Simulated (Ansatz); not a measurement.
# Resistivity from frozen vibrations: Zn(0001) with 2 thermally displaced layers, 2x2

How much do lattice vibrations at 80 K scatter the electrons of Zn? Layers with random displacements are laid between perfect leads, and the resistance is followed against their length.

Main program and level: Ansatz 0.2.0; Ansatz plane-wave DFT, PBE, PAW files; ballistic transport by layer matching (Landauer), zero bias; PAW set soft_1.

## 1. The starting structure

The cell holds 48 atoms: 48 Zn. Its edges and angles: a = 5.330 Å, b = 5.330 Å, c = 29.680 Å, α = 90.0°, β = 90.0°, γ = 120.0°. It derives from Zn. Regions: lead, 40 atoms (40 Zn); scattering region, 8 atoms (8 Zn). The structure is stacked along c, and the current runs across the ab planes.

## 2. With 2 displaced layers

Each atom of 2 layers is moved at random, by amounts drawn from a normal law 0.0483 Å wide in each direction from the Debye model (327 K) at 80 K. The layers about the cell's end stay perfect and serve as the lead. Disorder leaves little or no symmetry, which makes such runs dear. Energies from -0.05 to 0.05 eV in steps of 0.05 eV are too few for the program's thermal sum, so it prints no conductance; for a metal the transmission near the Fermi level serves, at a fraction of the cost.

Contents of input.yaml:

```yaml
crystal:
  lattice:
    - [5.3296, 0.0, 0.0]
    - [-2.6648, 4.615568992, 0.0]
    - [0.0, 0.0, 29.6802]
  atoms:
    - { symbol: Zn, position: [0.1666666667, 0.3333333333, 0.0416666667] }
    - { symbol: Zn, position: [0.1666666667, 0.8333333333, 0.0416666667] }
    - { symbol: Zn, position: [0.6666666667, 0.3333333333, 0.0416666667] }
    - { symbol: Zn, position: [0.6666666667, 0.8333333333, 0.0416666667] }
    - { symbol: Zn, position: [0.3333333333, 0.1666666667, 0.125] }
    - { symbol: Zn, position: [0.3333333333, 0.6666666667, 0.125] }
    - { symbol: Zn, position: [0.8333333333, 0.1666666667, 0.125] }
    - { symbol: Zn, position: [0.8333333333, 0.6666666667, 0.125] }
    - { symbol: Zn, position: [0.1666666667, 0.3333333333, 0.2083333333] }
    - { symbol: Zn, position: [0.1666666667, 0.8333333333, 0.2083333333] }
    - { symbol: Zn, position: [0.6666666667, 0.3333333333, 0.2083333333] }
    - { symbol: Zn, position: [0.6666666667, 0.8333333333, 0.2083333333] }
    - { symbol: Zn, position: [0.3333333333, 0.1666666667, 0.2916666667] }
    - { symbol: Zn, position: [0.3333333333, 0.6666666667, 0.2916666667] }
    - { symbol: Zn, position: [0.8333333333, 0.1666666667, 0.2916666667] }
    - { symbol: Zn, position: [0.8333333333, 0.6666666667, 0.2916666667] }
    - { symbol: Zn, position: [0.1666666667, 0.3333333333, 0.375] }
    - { symbol: Zn, position: [0.1666666667, 0.8333333333, 0.375] }
    - { symbol: Zn, position: [0.6666666667, 0.3333333333, 0.375] }
    - { symbol: Zn, position: [0.6666666667, 0.8333333333, 0.375] }
    - { symbol: Zn, position: [0.3337819432, 0.1652830754, 0.4593764049] }
    - { symbol: Zn, position: [0.3314796561, 0.66105637, 0.4589222718] }
    - { symbol: Zn, position: [0.8501205441, 0.1765858545, 0.457187143] }
    - { symbol: Zn, position: [0.8185917229, 0.6601388441, 0.4584006419] }
    - { symbol: Zn, position: [0.144432288, 0.3310418338, 0.5396374219] }
    - { symbol: Zn, position: [0.1571746832, 0.827633074, 0.5411515011] }
    - { symbol: Zn, position: [0.6758596081, 0.344252026, 0.5414573192] }
    - { symbol: Zn, position: [0.6755774073, 0.8263664623, 0.5422391795] }
    - { symbol: Zn, position: [0.3333333333, 0.1666666667, 0.625] }
    - { symbol: Zn, position: [0.3333333333, 0.6666666667, 0.625] }
    - { symbol: Zn, position: [0.8333333333, 0.1666666667, 0.625] }
    - { symbol: Zn, position: [0.8333333333, 0.6666666667, 0.625] }
    - { symbol: Zn, position: [0.1666666667, 0.3333333333, 0.7083333333] }
    - { symbol: Zn, position: [0.1666666667, 0.8333333333, 0.7083333333] }
    - { symbol: Zn, position: [0.6666666667, 0.3333333333, 0.7083333333] }
    - { symbol: Zn, position: [0.6666666667, 0.8333333333, 0.7083333333] }
    - { symbol: Zn, position: [0.3333333333, 0.1666666667, 0.7916666667] }
    - { symbol: Zn, position: [0.3333333333, 0.6666666667, 0.7916666667] }
    - { symbol: Zn, position: [0.8333333333, 0.1666666667, 0.7916666667] }
    - { symbol: Zn, position: [0.8333333333, 0.6666666667, 0.7916666667] }
    - { symbol: Zn, position: [0.1666666667, 0.3333333333, 0.875] }
    - { symbol: Zn, position: [0.1666666667, 0.8333333333, 0.875] }
    - { symbol: Zn, position: [0.6666666667, 0.3333333333, 0.875] }
    - { symbol: Zn, position: [0.6666666667, 0.8333333333, 0.875] }
    - { symbol: Zn, position: [0.3333333333, 0.1666666667, 0.9583333333] }
    - { symbol: Zn, position: [0.3333333333, 0.6666666667, 0.9583333333] }
    - { symbol: Zn, position: [0.8333333333, 0.1666666667, 0.9583333333] }
    - { symbol: Zn, position: [0.8333333333, 0.6666666667, 0.9583333333] }
kpoints:
  mp_grid: { grid: [5, 5, 1] }
hamiltonian:
  xc: pbe
  pseudopotentials: { kind: paw, azcp: { folder: soft_1 } }
scf:
  occupations: { method: fermi_dirac, width: 0.1 }
output:
  transmission:
    leads: [[0, 8]]
    kmesh: [10, 10]
    e_range: [-0.05, 0.05]
    de: 0.05
  write_potential: true
  write_density: true
  volumetric_format: npy
  elf: true
```

Run with:

```
$ ansatz run input.yaml --threads 4 --pin off --max-ram 15360MiB --backend cpu --events-out ev --progress --plain --runs-dir out
```

Numbers of over 12 decimals in the logs are rounded to 6 here.

The log of the run:

```text
Engine: ansatz 0.2.0, aarch64-unknown-linux-gnu
Pseudopotentials: kind: paw
Pseudopotential: Zn, paw, valence charge 12, recommended cutoff 420 eV (normal), soft_1/Zn.paw.azcp
Functional definition: PBE
  parameter kappa = 0.804
  parameter beta = 0.066725
  exchange = pbe_x(kappa = kappa, mu = beta*pi^2/3)
  correlation = pbe_c(beta = beta)
Crystal: 48 atoms, lattice volume = 730.107 Å³
Basis set: ecut = 420 eV, 14229 PW (Γ)
Bands: 346, of which v1, the nominal top of the filled ones, is band 288 counted from 1 (287 counted from 0)
Symmetry: 1 space group operations
Space group: P1 (ITA 1), of the structure as read, at distance tolerance 9.0e-5 Å
k-points: 13 of 25 (time reversal used)
Non-local potential: Zn, projectors of the file, l = 0: 2, l = 1: 2, l = 2: 3, l = 3: 1
PAW form: soft (Blöchl's): semilocal exchange-correlation on the pseudo side does not see the compensation charge
PAW one-centre angular grid: Zn, 590 points (default); XC on 64 Gauss nodes
Initial density: superposition of atomic densities (chi_scale 0.1, normalization cell)
Initial wavefunctions: pseudopotential atomic-orbital guess
Functional: x = pbe(κ = 0.804, μ = 0.219515), c = pbe(β = 0.066725)
SCF iter   1: F=—  HF=-159318.957032 eV  |F-HF|=—  |Δ(HF+E_count)|=         —  Δρ=5.56e-2  dr2=1.82e1  ethr=3.10e-3  ⟨swp⟩=6.2  Hψ=19290  notcnv=0  defer=124
preconditioner: auto → Kerker (q_TF=auto, 2.623 Å⁻¹)  [metal: Δε(μ)=0.077 eV  Ē_g=9.892 eV  σ=0.100 eV  W_gap=0.19  n_scr=216 (ndim 8)  ℏωp=33.0 eV  f_vac=0.000  D(μ)=10.96/eV (n_scr^D=68)]
SCF iter   2: F=—  HF=-159314.725533 eV  |F-HF|=—  |Δ(HF+E_count)|=    4.23e0  Δρ=2.25e-2  dr2=1.89e0  ethr=3.10e-3  ⟨swp⟩=2.0  Hψ=9236  notcnv=0  defer=354
SCF iter   3: F=—  HF=-159314.070919 eV  |F-HF|=—  |Δ(HF+E_count)|=   6.55e-1  Δρ=1.40e-2  dr2=1.40e0  ethr=3.28e-4  ⟨swp⟩=2.0  Hψ=9213  notcnv=0  defer=354
SCF iter   4: F=—  HF=-159313.900104 eV  |F-HF|=—  |Δ(HF+E_count)|=   1.71e-1  Δρ=6.14e-3  dr2=8.71e-2  ethr=2.43e-4  ⟨swp⟩=2.0  Hψ=8186  notcnv=0  defer=354
SCF iter   5: F=—  HF=-159313.939630 eV  |F-HF|=—  |Δ(HF+E_count)|=   3.95e-2  Δρ=6.23e-4  dr2=1.39e-3  ethr=1.51e-5  ⟨swp⟩=2.0  Hψ=8647  notcnv=0  defer=354
SCF iter   6: F=—  HF=-159313.940335 eV  |F-HF|=—  |Δ(HF+E_count)|=   7.05e-4  Δρ=3.87e-4  dr2=6.00e-4  ethr=2.41e-7  ⟨swp⟩=2.0  Hψ=7912  notcnv=0  defer=354
SCF iter   7: F=—  HF=-159313.940125 eV  |F-HF|=—  |Δ(HF+E_count)|=   2.09e-4  Δρ=1.31e-4  dr2=7.31e-5  ethr=1.04e-7  ⟨swp⟩=2.0  Hψ=7839  notcnv=0  defer=354
SCF iter   8: F=—  HF=-159313.940295 eV  |F-HF|=—  |Δ(HF+E_count)|=   1.70e-4  Δρ=2.65e-5  dr2=4.61e-6  ethr=1.27e-8  ⟨swp⟩=2.0  Hψ=7336  notcnv=0  defer=354
SCF iter   9: F=—  HF=-159313.940298 eV  |F-HF|=—  |Δ(HF+E_count)|=   2.41e-6  Δρ=8.76e-6  dr2=7.50e-7  ethr=8.00e-10  ⟨swp⟩=2.0  Hψ=7918  notcnv=0  defer=354
SCF iter  10: F=—  HF=-159313.940298 eV  |F-HF|=—  |Δ(HF+E_count)|=   1.06e-8  Δρ=6.26e-6  dr2=3.42e-7  ethr=1.30e-10  ⟨swp⟩=2.0  Hψ=7819  notcnv=0  defer=354
SCF iter  11: F=—  HF=-159313.940298 eV  |F-HF|=—  |Δ(HF+E_count)|=   6.75e-8  Δρ=1.61e-6  dr2=1.16e-7  ethr=5.94e-11  ⟨swp⟩=2.0  Hψ=7203  notcnv=0  defer=354
SCF iter  12: F=-159313.940298 eV  HF=-159313.940298 eV  |F-HF|=2.00e-8  |Δ(HF+E_count)|=   5.18e-9  Δρ=4.51e-7  dr2=1.94e-8  ethr=1.74e-11  ⟨swp⟩=11.1  Hψ=18048  notcnv=0
SCF 1 converged in 12 iterations: F = -159313.940298 eV  dr2 = 1.94e-8
  greatest PAW one-centre occupation: 0.981 electrons in one spin orbital (limit 2), on the Zn atom at site 27 (counted from 0), in its partial waves of l = 2
transmission: 237 of 2340 steps passed
transmission: 471 of 2340 steps passed
[...]
transmission: 2340 of 2340 steps passed
SCF converged after 12 iterations
Free energy (F): -159313.940298 eV
Harris-Foulkes:  -159313.940298 eV  (|F-HF|=2.00e-8)
Internal energy: -159313.592403 eV  (E = F + TS)
E sigma→0 (E₀):  -159313.766350 eV
Entropy (-TS):   -0.347895 eV (-7.248 meV/atom)
Fermi energy:    10.944625 eV
--- Per-component energies (eV) ---
  E_band       = 2307.978562
  E_kinetic    = 7064.755495
  E_local      = -84457.950456  (includes V_loc(G=0)·N_el)
  E_nonlocal   = 39215.394076
  E_hartree    = 31480.533069
  E_xc         = -3773.485858
  E_vxc        = -2461.605405  (∫ρ·V_xc dr)
  E_paw        = -91000.044685  (= ΣΔE_a)
  E_vpaw       = -20013.664445  (= ΣTr[D̂ρ^β])
  E_aug_tail   = -0.012984  (compensation charges beyond the density's cutoff)
  E_ewald      = -57842.781059
  E_smearing   = -0.347895  (= −TS)
  E_closure    = 0.000000  (closes the sum)
  Σ components = -159313.940298   (vs F -159313.940298, Δ=0.00e0)
--- Band table (eV; the first three rows and the last of 13) ---
  k-point 0: bands = [... 284 lower, 9.1223, 9.1227, 9.1316, 9.1412, 9.1831, 9.9932, 10.0020, 11.0979, ... 54 higher]
  k-point 1: bands = [... 284 lower, 10.2334, 10.2389, 10.2483, 10.2561, 10.2797, 10.3152, 11.0326, 11.5387, ... 54 higher]
  k-point 2: bands = [... 284 lower, 10.9568, 10.9659, 10.9840, 10.9907, 11.1323, 11.1375, 12.0855, 12.1054, ... 54 higher]
  k-point 12: bands = [... 284 lower, 10.0899, 10.3610, 10.3622, 10.6861, 10.7127, 10.8444, 10.8527, 11.7328, ... 54 higher]
--- Transmission ---
  basis      : 211 plane waves across, 45 finite elements along
  points     : 52, standing for a mesh of 10 x 10
  energies   : 3 from -0.050000 to 0.050000 eV about the Fermi level, 0.050000 eV apart; the leads are filled to 0.000000 eV, and channels, transmission and decay are at 0.000000 eV
  crystal 0  : Zn8, at the sites [0, 8], period 4.9467 Å, over 24.73 Å; its Hamiltonian steps by up to 2.4 meV
    offset         : up to 0.0000 Å between an atom of the period and one for which it stands
    channels       : 2.770000e0 a spin
    conductance    : none, the energies end too early or step too widely for 300 K: set another output.transmission.e_range or a lower de, or, where they end at an eighth of basis.ecutwfc, a higher one
  junction   : crystal 0 to crystal 0, 0.70 to 25.43 Å
    transmission   : 2.757810e0 a spin
    conductance    : none, the energies end too early or step too widely for 300 K: set another output.transmission.e_range or a lower de, or, where they end at an eighth of basis.ecutwfc, a higher one
```

It took 11 min on 4 threads of Arm Neoverse V1, shared host; peak memory 5.5 GiB.

This step gave:

```
free energy                                    : -159313.9403 eV
energy at zero smearing                        : -159313.7664 eV
Fermi energy                                   : 10.94 eV
cell area                                      : 24.60 Å²
transmission per spin nearest the Fermi level  : 2.758
open channels per spin nearest the Fermi level : 2.77
step of the lead's potential                   : 2.4 meV
```

Per spin. The transmission, zone mean by energy, zero at the Fermi level:

```
energy (eV)  transmission, zone mean
    -0.0500                     2.88
     0.0000                     2.76
     0.0500                     2.97
```

Per spin. Open channels, zone mean, lead against energy, zero at the Fermi level:

```
energy (eV)  open channels, zone mean, lead
    -0.0500                            2.89
     0.0000                            2.77
     0.0500                            3.01
```

Transmission over k1 and k2. At 0.0000 eV from the Fermi level.

Values, 10 rows by 10 columns:
```
4.00 4.00 2.97 1.00 2.96 3.99 3.99 3.00 4.94 3.00
2.99 2.98 2.99 2.00 2.00 2.98 2.98 2.99 4.96 4.96
2.99 1.00 2.00 2.00 1.00 2.00 2.00 1.00 2.99 3.00
3.99 2.96 2.00 1.00 1.00 1.00 1.00 2.00 2.97 3.99
3.99 3.99 2.98 1.99 1.00 1.00 1.00 1.99 2.98 3.99
3.99 3.99 2.97 2.00 1.00 1.00 1.00 1.00 2.00 2.96
2.99 3.00 2.99 1.00 2.00 2.00 1.00 2.00 2.00 1.00
2.99 4.96 4.96 2.99 2.98 2.98 2.00 2.00 2.99 2.98
4.00 3.00 4.94 3.00 3.99 3.99 2.96 1.00 2.97 4.00
4.00 4.00 2.96 2.96 3.99 3.99 3.99 2.96 2.96 4.00
```
Columns: k1 (b1) from -0.5 to 0.4; rows upwards: k2 (b2) from -0.5 to 0.4.

Open channels over k1 and k2. At 0.0000 eV from the Fermi level.

Values, 10 rows by 10 columns:
```
4.00 4.00 3.00 1.00 3.00 4.00 4.00 3.00 5.00 3.00
3.00 3.00 3.00 2.00 2.00 3.00 3.00 3.00 5.00 5.00
3.00 1.00 2.00 2.00 1.00 2.00 2.00 1.00 3.00 3.00
4.00 3.00 2.00 1.00 1.00 1.00 1.00 2.00 3.00 4.00
4.00 4.00 3.00 2.00 1.00 1.00 1.00 2.00 3.00 4.00
4.00 4.00 3.00 2.00 1.00 1.00 1.00 1.00 2.00 3.00
3.00 3.00 3.00 1.00 2.00 2.00 1.00 2.00 2.00 1.00
3.00 5.00 5.00 3.00 3.00 3.00 2.00 2.00 3.00 3.00
4.00 3.00 5.00 3.00 4.00 4.00 3.00 1.00 3.00 4.00
4.00 4.00 3.00 3.00 4.00 4.00 4.00 3.00 3.00 4.00
```
Columns: k1 (b1) from -0.5 to 0.4; rows upwards: k2 (b2) from -0.5 to 0.4.

Valence density in the ca plane at fractional y = 0.165, with atoms of Zn within 0.2 Å of it. It is the smooth field of the valence electrons, not physical close to the nuclei.

Values in units of 1e0 e/Å³, 8 rows by 16 columns, each cell a mean:
```
0.2 3.4 3.3 0.2 0.3 0.2 5.3 3.2 0.2 0.3 0.2 4.1 2.5 0.2 0.3 0.2
0.2 7.3 6.9 0.2 0.2 0.2 7.6 4.5 0.2 0.2 0.2 9.0 5.3 0.2 0.2 0.2
0.2 0.5 0.5 0.2 0.5 0.2 0.4 0.3 0.2 0.4 0.2 0.5 0.4 0.2 0.4 0.2
0.2 0.3 0.2 0.2 0.6 0.2 0.2 0.2 0.2 0.5 0.2 0.3 0.2 0.2 0.6 0.2
0.2 3.4 3.2 0.2 0.3 0.2 3.5 3.2 0.2 0.2 0.2 4.0 2.5 0.2 0.3 0.2
0.2 7.4 7.0 0.2 0.2 0.2 7.4 6.9 0.2 0.2 0.2 9.1 5.3 0.2 0.2 0.2
0.2 0.5 0.5 0.2 0.5 0.2 0.5 0.5 0.2 0.4 0.2 0.5 0.4 0.2 0.4 0.2
0.2 0.2 0.2 0.2 0.6 0.2 0.3 0.3 0.2 0.6 0.2 0.3 0.2 0.2 0.6 0.2
```
Columns run along c (16.0 Å, from fractional 0.23 to 0.77 of the cell), rows up along a (5.3 Å). Atoms in or near the plane, at fractional coordinates: Zn at (0.29, 0.33), Zn at (0.29, 0.83), Zn at (0.46, 0.33), Zn at (0.46, 0.85), Zn at (0.62, 0.33), Zn at (0.62, 0.83).

ELF in the ca plane at fractional y = 0.165, with atoms of Zn within 0.2 Å of it. It is the smooth field of the valence electrons, not physical close to the nuclei.

Ten even steps from '0' (0.00) to '9' (0.41), each cell a mean:
```
66442124566556664311345655566543123456655664
86430003468999854100145788997431002458999864
86430003468999854100145799997431002458999864
66442124466666654322345666666542113456666664
55554445555444555544555544445555445555444555
45577777554334456777765444444567777654434455
45555555554444455554555544445555555554444455
66442124566556654321345665566543123456656664
86430003468999854200135799987431002458999864
86430003468999854200034799996431002458999864
66442124467666654311245676676542113456666664
55554445555444555544555544455554445555444555
45677777554334456777775443344567777654434455
45555555554444555544555544445555555554444455
```
Columns run along c (16.0 Å, from fractional 0.23 to 0.77 of the cell), rows up along a (5.3 Å). Atoms in or near the plane, at fractional coordinates: Zn at (0.29, 0.33), Zn at (0.29, 0.83), Zn at (0.46, 0.33), Zn at (0.46, 0.85), Zn at (0.62, 0.33), Zn at (0.62, 0.83).

Electrostatic potential energy in the ca plane at fractional y = 0.165, with atoms of Zn within 0.2 Å of it. With pseudopotentials it is smooth inside the atoms' cores, unlike the true potential.

Ten even steps from '0' (-55 eV) to '9' (12 eV), each cell a mean:
```
99984358999999999633589998899985347999999999
99951015999999998300279999999972004899999999
99951015999999998300379999999972004899999999
99974247999999999643699999999985236999999999
99998789999778999988999998899998789999878999
99999999998667999999999987789999999999767899
99998889999778999988999998899999889999878999
99985358999999999743589999999985347999999999
99951016999999998400279999999972004899999999
99951015999999998400269999999972004899999999
99974247999999999632589999999985236999999999
99998789999778999987899988899998789999878999
99999999998667999999999976689999999999767899
99999899999778999988999986789999889999877999
```
Columns run along c (16.0 Å, from fractional 0.23 to 0.77 of the cell; values clipped at the 3rd and 97th percentile), rows up along a (5.3 Å). Atoms in or near the plane, at fractional coordinates: Zn at (0.29, 0.33), Zn at (0.29, 0.83), Zn at (0.46, 0.33), Zn at (0.46, 0.85), Zn at (0.62, 0.33), Zn at (0.62, 0.83).

Over the solved energies the transmission per spin lies between 2.76 and 2.97, out of 2.89 channels of the lead on average (up to 3.01).

(Part 1 of 2 ends here.)

[Logs are printed without paths, hosts, clocks, repeated set-up lines and the standing remarks that a program may print on its own settings, such as how far it seeks lower states.]

[Hosts, paths, dates, database ids (printed as entryN), source tags and the programs' standing remarks are cut or masked in the printed files.]
